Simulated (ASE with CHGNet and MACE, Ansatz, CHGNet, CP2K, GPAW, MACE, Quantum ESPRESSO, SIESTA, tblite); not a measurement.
# Running random packing of W68Si32 (at. %) (85 atoms) with machine-learned potentials

Wanted: machine-learned potentials inputs and outputs for random packing of W68Si32 (at. %) (85 atoms), checked against a plane-wave reference.

Method: the method is named at each step, in ASE with CHGNet and MACE.

**1. Set-up**

The cell holds 85 atoms: 58 W and 27 Si. Cell: a = 10.997 Å, b = 10.997 Å, c = 10.997 Å, α = 90.0°, β = 90.0°, γ = 90.0°. 85 atoms (58 W, 27 Si) packed at random in a cube at 14.3 g/cm³ and pushed apart as soft spheres; a start for melting by ab initio MD, not an equilibrated structure. Then every atom was moved at random, 0.02 Å r.m.s. a Cartesian component.

The yardstick, on the same geometry:

- method: Kohn-Sham DFT, PBE, PAW, plane waves (Ansatz 0.2.0); cutoff 420 eV, Γ point, fermi-dirac smearing of 0.05 eV; PAW set soft_2
- r.m.s. force component: 1.669 eV/Å
- longest force: 5.972 eV/Å
- pressure: 26.99 GPa
- SCF cycles: 9
- time: 14 s on 8 threads of Arm Neoverse V2, shared host
- CPU time: 1.7 min

**2. CHGNet 0.3.0 potential**

Method: machine-learned interatomic potential CHGNet 0.3.0, trained on PBE(+U) plane-wave data.

File run.py:

```python
import numpy as np
from ase.io import read
import mlip  # loads the published weights by name

atoms = read("structure.xyz")
atoms.calc = mlip.calc("chgnet-0.3.0")
energy = atoms.get_potential_energy()
forces = atoms.get_forces()
print(f"energy {energy:.6f} eV")
print("forces (eV/A)")
for i, (a, f) in enumerate(zip(atoms, forces)):
    print(f"{i:4d} {a.symbol:2s} {f[0]:10.5f} {f[1]:10.5f} {f[2]:10.5f}")
stress = -atoms.get_stress(voigt=False) * 160.21766
print("stress (GPa, compression positive)")
for row in stress:
    print(" ".join(f"{x:10.4f}" for x in row))
```

File structure.xyz:

```xyz
85
Lattice="10.99740 0.00000 0.00000 0.00000 10.99740 0.00000 0.00000 0.00000 10.99740" Properties=species:S:1:pos:R:3 pbc="T T T"
W 10.44940 8.29787 0.75420
W 8.76867 6.73217 1.71559
W 7.89855 4.78981 0.47278
W 5.51696 5.44756 7.02052
W 3.24247 8.06307 2.19046
W 7.17228 9.97002 8.21792
W 3.46957 0.76685 4.95840
W 5.52454 5.34353 10.35504
W 6.45646 1.55217 4.82907
W 5.11742 8.67189 3.74384
W 2.45704 6.91484 6.28018
W 4.59570 2.79422 7.04252
W 2.68315 4.36696 6.40335
W 10.04239 10.01819 9.70916
W 3.63640 5.96829 0.86407
W 3.71723 4.92552 8.62207
W 7.24861 1.44726 7.78704
W 9.45699 9.41630 7.32713
W 0.34895 7.89019 9.10552
W 1.83602 7.93088 0.11327
W 1.27163 10.74479 4.42040
W 9.87204 2.13361 5.14502
W 4.23587 7.38959 8.04955
W 5.25159 0.37424 6.76780
W 9.69509 1.34597 10.58148
W 9.64659 0.85890 7.47988
W 10.65153 3.89055 10.40189
W 8.37320 5.78650 4.03132
W 10.96430 1.66611 2.79620
W 8.02579 9.77548 1.36676
W 10.55673 7.59601 6.03911
W 5.17208 0.16870 3.25875
W 2.01538 5.50123 4.27601
W 3.27591 9.88787 7.03570
W 1.46166 2.28977 4.71525
W 4.49871 2.95599 4.17065
W 6.65926 10.08846 5.14513
W 0.23743 4.28789 5.53136
W 6.06166 3.27986 9.00225
W 6.42061 2.79994 2.37049
W 3.70513 1.04079 8.65792
W 8.69256 8.80155 3.56085
W 9.30974 4.95928 6.97796
W 2.01351 2.06674 7.14666
W 5.48154 5.09048 2.46804
W 2.61716 10.44005 2.26239
W 8.79198 2.98623 8.90086
W 5.99534 7.10278 1.02485
W 9.15797 7.09211 8.26136
W 7.26290 2.39688 0.03915
W 0.79049 3.83600 1.81259
W 6.93133 8.70246 10.38155
W 0.60717 5.86744 7.59524
W 1.87858 2.91563 9.86929
W 4.48067 5.50937 4.74120
W 5.07640 10.16985 9.57269
[... 25 atom lines left out ...]
Si 6.60592 7.07760 8.48801
Si 3.13118 2.11029 1.56922
Si 6.70226 4.04594 4.57668
Si 2.10039 9.62514 9.21087
```

Command:

```bash
OMP_NUM_THREADS=1 python run.py > output.txt
```

The log of the run:

```text
CHGNet v0.3.0 initialized with 412,525 parameters
CHGNet will run on cpu
energy -825.285400 eV
forces (eV/A)
   0 W    -0.05553    1.22341    2.33697
   1 W    -1.87867    1.74440    1.40003
   2 W    -0.99445   -0.29886    0.37373
   3 W     2.18850   -0.09683   -0.46694
   4 W     0.74670   -0.83285    1.68635
   5 W     2.18975   -1.31475   -0.80392
   6 W     0.80704   -1.95073    1.22986
   7 W     0.69007    0.99433   -1.28968
   8 W     4.09375    3.43239    2.76889
   9 W     0.71058   -1.70749   -1.49393
  10 W     0.10788    3.33630    1.40067
  11 W     1.71254    1.00316   -3.57326
  12 W     0.90924   -1.03985    0.11229
  13 W    -1.16794   -0.74868    1.40364
  14 W    -2.29712   -2.05559   -1.42425
  15 W    -4.03771   -1.09335    2.58813
  16 W    -1.22584   -1.20781   -0.85554
  17 W    -3.34968   -1.10006   -0.92874
  18 W     0.87743    0.42378   -1.86846
  19 W     0.48211    1.70075    0.74981
  20 W    -1.88890    1.06505   -0.48786
  21 W    -2.04524   -0.77733    2.24174
  22 W    -2.01049    2.99448    2.04542
  23 W     0.41284   -2.37057    0.93572
[...]
77 Si   -0.18669   -1.56020   -0.19147
  78 Si    1.35589    3.27264   -0.37280
  79 Si    0.31947   -1.88058    0.02439
  80 Si    0.28434   -0.06520    1.12945
  81 Si    0.71974    2.16100    2.19834
  82 Si   -1.14473   -1.57294    0.82746
  83 Si   -1.48175    1.71926   -1.93165
  84 Si    0.99307    1.60314   -0.07674
stress (GPa, compression positive)
   28.1277     1.3209     0.1588
    1.3209    30.6758    -1.8185
    0.1588    -1.8185    26.7217
```

It took 3.7 s on 1 thread of Arm Neoverse V2, shared host; peak memory 1.1 GiB.

Banners, paths, timers and routine set-up lines are dropped from the logs unmarked, and long logs keep their key lines alone; longer cuts are marked.

Numbers from this run, and their distance from the reference:

| Item | Value |
| --- | --- |
| r.m.s. force component | 1.831 eV/Å |
| r.m.s. difference of force components | 605.5 meV/Å |
| longest difference of force vectors | 2308 meV/Å |
| force difference over r.m.s. force | 36.28 % |
| slope of forces against the reference's | 1.036 |
| correlation of force components | 0.9444 |
| pressure | 28.51 GPa |
| pressure difference | 1.516 GPa |

Length of the force difference by element (eV/Å):

```
element  atoms  mean  most
     Si     27  0.72   2.0
      W     58   1.0   2.3
```

Local excerpt of 10 atoms (numbers count through the whole input) about W55, picked at random; x, y, z are measured from there.

```
atom      x      y      z  distance (Å)  bonds     Fx     Fy  Fz (eV/Å)
 W55   0.00   0.00   0.00          0.00      9  -0.28   1.97      -0.92
Si70   1.97   1.50   0.24          2.49      6   1.82  -0.55      -1.96
  W4   1.04  -0.06   2.28          2.50     11   2.19  -0.10      -0.47
 W33  -2.47  -0.01  -0.47          2.51      7  -0.95   0.69      -4.52
 W45   1.00  -0.42  -2.27          2.52      7   3.19   1.56      -0.12
 W36   0.02  -2.55  -0.57          2.62     10  -4.12   0.69      -0.49
Si84   2.22  -1.46  -0.16          2.67      9  -1.48   1.72      -1.93
 W13  -1.80  -1.14   1.66          2.70     10   0.91  -1.04       0.11
 W11  -2.02   1.41   1.54          2.90      7   0.11   3.34       1.40
Si60  -1.30  -1.38  -2.32          3.00      7  -0.13   1.46       1.65
```

Atoms are counted from 1 here, from 0 in the log.

Forces lie 36 % from the reference's, at 0.036 times its CPU time (on 1 against 8 cores).

**3. CHGNet r2SCAN potential**

Method: machine-learned interatomic potential CHGNet r2SCAN, trained on r2SCAN plane-wave data.

run.py, as its differences from that of step 2:

```diff
@@ -5,3 +5,3 @@
 atoms = read("structure.xyz")
-atoms.calc = mlip.calc("chgnet-0.3.0")
+atoms.calc = mlip.calc("chgnet-r2scan")
 energy = atoms.get_potential_energy()
```

structure.xyz is that of step 2.

The log of the run:

```text
CHGNet vr2scan initialized with 412,525 parameters
CHGNet will run on cpu
energy -3170.307129 eV
forces (eV/A)
   0 W    -0.00671    1.14940    2.30364
   1 W    -1.91435    1.49584    1.14273
   2 W    -0.68569   -0.44747    0.47067
   3 W     1.86813    0.02516   -0.34005
   4 W     0.64840   -0.84171    1.43713
   5 W     2.51308   -1.51126   -0.67734
   6 W     0.75363   -1.35467    0.62881
   7 W     0.84840    1.00751   -0.87441
   8 W     3.64185    3.47624    2.51074
   9 W     0.89330   -1.96929   -1.26569
  10 W    -0.21713    3.48205    1.10654
  11 W     1.94606    0.81482   -3.37967
  12 W     1.12303   -1.50578    0.12473
  13 W    -1.33171   -0.44059    1.33454
  14 W    -2.02045   -2.10828   -1.08030
  15 W    -4.10354   -1.25438    2.17433
  16 W    -1.45430   -0.47257   -0.84415
  17 W    -2.90939   -0.92583   -1.33512
  18 W     1.00715    0.50732   -2.04003
  19 W     0.07192    1.81312    0.45622
  20 W    -1.52089    0.90821   -0.39379
  21 W    -2.60787   -0.82966    2.60121
  22 W    -1.74790    3.35186    2.24581
  23 W     0.07632   -2.47795    1.26028
[...]
77 Si    0.12782   -1.26023   -0.28576
  78 Si    0.80779    2.05918    0.14906
  79 Si   -0.45283   -1.92722   -0.57405
  80 Si    0.07968   -0.28186    0.44731
  81 Si    0.95767    1.43146    1.43486
  82 Si   -1.11319   -1.16990    0.94707
  83 Si   -1.00463    1.01689   -0.87183
  84 Si    0.86110    1.34055   -0.26877
stress (GPa, compression positive)
   24.9782     1.3220    -0.3879
    1.3220    26.4466    -1.4143
   -0.3879    -1.4143    23.0283
```

Wall time 3.7 s (1 thread); peak memory 1.1 GiB.

Against the reference:

| Quantity | Value |
| --- | --- |
| r.m.s. force component | 1.688 eV/Å |
| r.m.s. difference of force components | 638.3 meV/Å |
| longest difference of force vectors | 2125 meV/Å |
| force difference over r.m.s. force | 38.25 % |
| slope of forces against the reference's | 0.9382 |
| correlation of force components | 0.9277 |
| pressure | 24.82 GPa |
| pressure difference | -2.174 GPa |

Against the first run (36 %), the force difference from the reference is 38 %, at 0.99 times the CPU time; this potential was trained at another functional than the reference's, which explains only part of so large a difference.

**4. MACE MPA-0 medium potential**

Method: machine-learned interatomic potential MACE MPA-0 medium, trained on PBE(+U) plane-wave data.

run.py, as its differences from that of step 3:

```diff
@@ -5,3 +5,3 @@
 atoms = read("structure.xyz")
-atoms.calc = mlip.calc("chgnet-r2scan")
+atoms.calc = mlip.calc("mace-mpa-0-medium")
 energy = atoms.get_potential_energy()
```

structure.xyz is that of step 3.

The log of the run:

```text
energy -825.884949 eV
forces (eV/A)
   0 W     0.30862    0.62213    2.20334
   1 W    -1.21337    1.34982    1.75583
   2 W    -1.51812   -0.03653    0.17247
   3 W     2.21820    0.65446   -0.95553
   4 W     0.26771   -0.65988    1.67364
   5 W     1.56705   -1.12672   -0.96699
   6 W     0.70207   -1.48234    1.21453
   7 W     0.68207    1.02271   -1.39896
   8 W     3.80237    3.41233    1.67351
   9 W     0.91932   -0.85489   -0.68178
  10 W     0.21141    3.49608    0.92749
  11 W     1.32991    0.87403   -3.32468
  12 W     0.89265   -0.35816    0.15182
  13 W    -0.91743   -0.81345    0.77437
  14 W    -1.68759   -2.11225   -0.89458
  15 W    -3.06621   -0.41996    2.52993
  16 W    -0.55359   -1.23621   -1.12503
  17 W    -3.30291   -1.39820   -0.86596
  18 W     0.74875    0.59534   -1.20990
  19 W     0.30895    1.70358    0.09418
  20 W    -1.91059    0.38031   -1.89008
  21 W    -1.32559   -0.80808    1.32506
  22 W    -2.07580    2.17174    1.73325
  23 W     0.09416   -2.47164    0.66447
[...]
77 Si    0.09749   -1.06127    0.27990
  78 Si    0.98173    2.95828   -0.22457
  79 Si    0.42236   -1.12608   -0.52767
  80 Si    0.00740    0.35707    1.36853
  81 Si    0.75243    1.68076    2.18096
  82 Si   -0.28971   -0.76214    0.72938
  83 Si   -0.58127    2.15586   -1.63824
  84 Si    0.74115    1.29531    0.05632
stress (GPa, compression positive)
   23.4618     0.7416    -0.1643
    0.7416    26.8029    -0.8145
   -0.1643    -0.8145    22.8374
```

It took 7.2 s on 1 thread; peak memory 1 GiB.

Numbers from this run, and their distance from the reference:

```yaml
r_m_s_force_component: 1.542 eV/Å
r_m_s_difference_of_force_components: 478.1 meV/Å
longest_difference_of_force_vectors: 1757 meV/Å
force_difference_over_r_m_s_force: 28.65 %
slope_of_forces_against_the_reference_s: 0.8856
correlation_of_force_components: 0.9587
pressure: 24.37 GPa
pressure_difference: -2.625 GPa
```

Against the first run (36 %), the force difference from the reference is 29 %, at 2.0 times the CPU time.

**5. All runs compared**

Differences are against the plane-wave reference, forces as r.m.s. over components; share is that over the reference's r.m.s. force, slope the least-squares factor from reference forces to these. Total energies of different programs have different zeros and aren't compared.

```
                        run  Δ force, r.m.s. (meV/Å)  share (%)  slope  Δ pressure (GPa)  cores  CPU time  memory (GiB)
                  reference                        -          -      -                 -      8   1.7 min           2.2
     CHGNet 0.3.0 potential                      605       36.3  1.036              1.52      1     3.7 s           1.1
    CHGNet r2SCAN potential                      638       38.2  0.938             -2.17      1     3.6 s           1.1
MACE MPA-0 medium potential                      478       28.6  0.886             -2.62      1     7.2 s             1
```

Times of the machine-learned potentials are mostly Python's start and the loading of weights.

CPU time is summed over cores on a shared host, where runs went side by side, so it is rough. Symmetry, cutoffs, thresholds, outputs and thread counts weren't matched or tuned between programs; memory under MPI is the largest rank's times the ranks.

A second geometry, displaced anew (every atom was moved at random, 0.06 Å r.m.s. a Cartesian component), gives an energy difference that all programs can be tested on. The reference puts it at 80.96 meV/atom.

```
                        run  energy less the first geometry's (meV/atom)  error (meV/atom)  force share at the second geometry (%)
     CHGNet 0.3.0 potential                                        85.13              4.17                                    30.6
    CHGNet r2SCAN potential                                        68.59             -12.4                                    32.7
MACE MPA-0 medium potential                                        84.85              3.89                                    22.9
```

**6. What came out**

```
nearest in forces : MACE MPA-0 medium potential, 29 %
its CPU time      : 7.2 s
```

Machine-learned potentials differ by 29 % (MACE MPA-0 medium potential) to 38 % (CHGNet r2SCAN potential); they were trained on other programs' data, some at another functional. The energy difference between the two geometries, 81.0 meV/atom in the reference, is met best by MACE MPA-0 medium potential (+3.89) and worst by CHGNet r2SCAN potential (-12.4). Machine-learned potentials mimic data converged in k, so the reference's own k-point error enters their differences. The reference's stress is far from hydrostatic: its diagonal is 25.8, 29.3, 25.9 GPa, compression counted positive. The reference's pressure of 27 GPa says that the cell would expand at this level of theory. The electronic-structure runs sample only Γ, in a cell whose shortest periodic width is 11 Å, which is coarse for a cell with partly filled levels. Spin–orbit coupling is left out, which matters for the levels of the heavy elements.

[Also dropped from logs without a mark: logging warnings of Python, and SIESTA's first energy breakdown and zero terms.]

[Logs are printed without paths, hosts, clocks, repeated set-up lines and the standing remarks that a program may print on its own settings, such as how far it seeks lower states.]

[Hosts, paths, dates, database ids (printed as entryN), source tags and the programs' standing remarks are cut or masked in the printed files.]
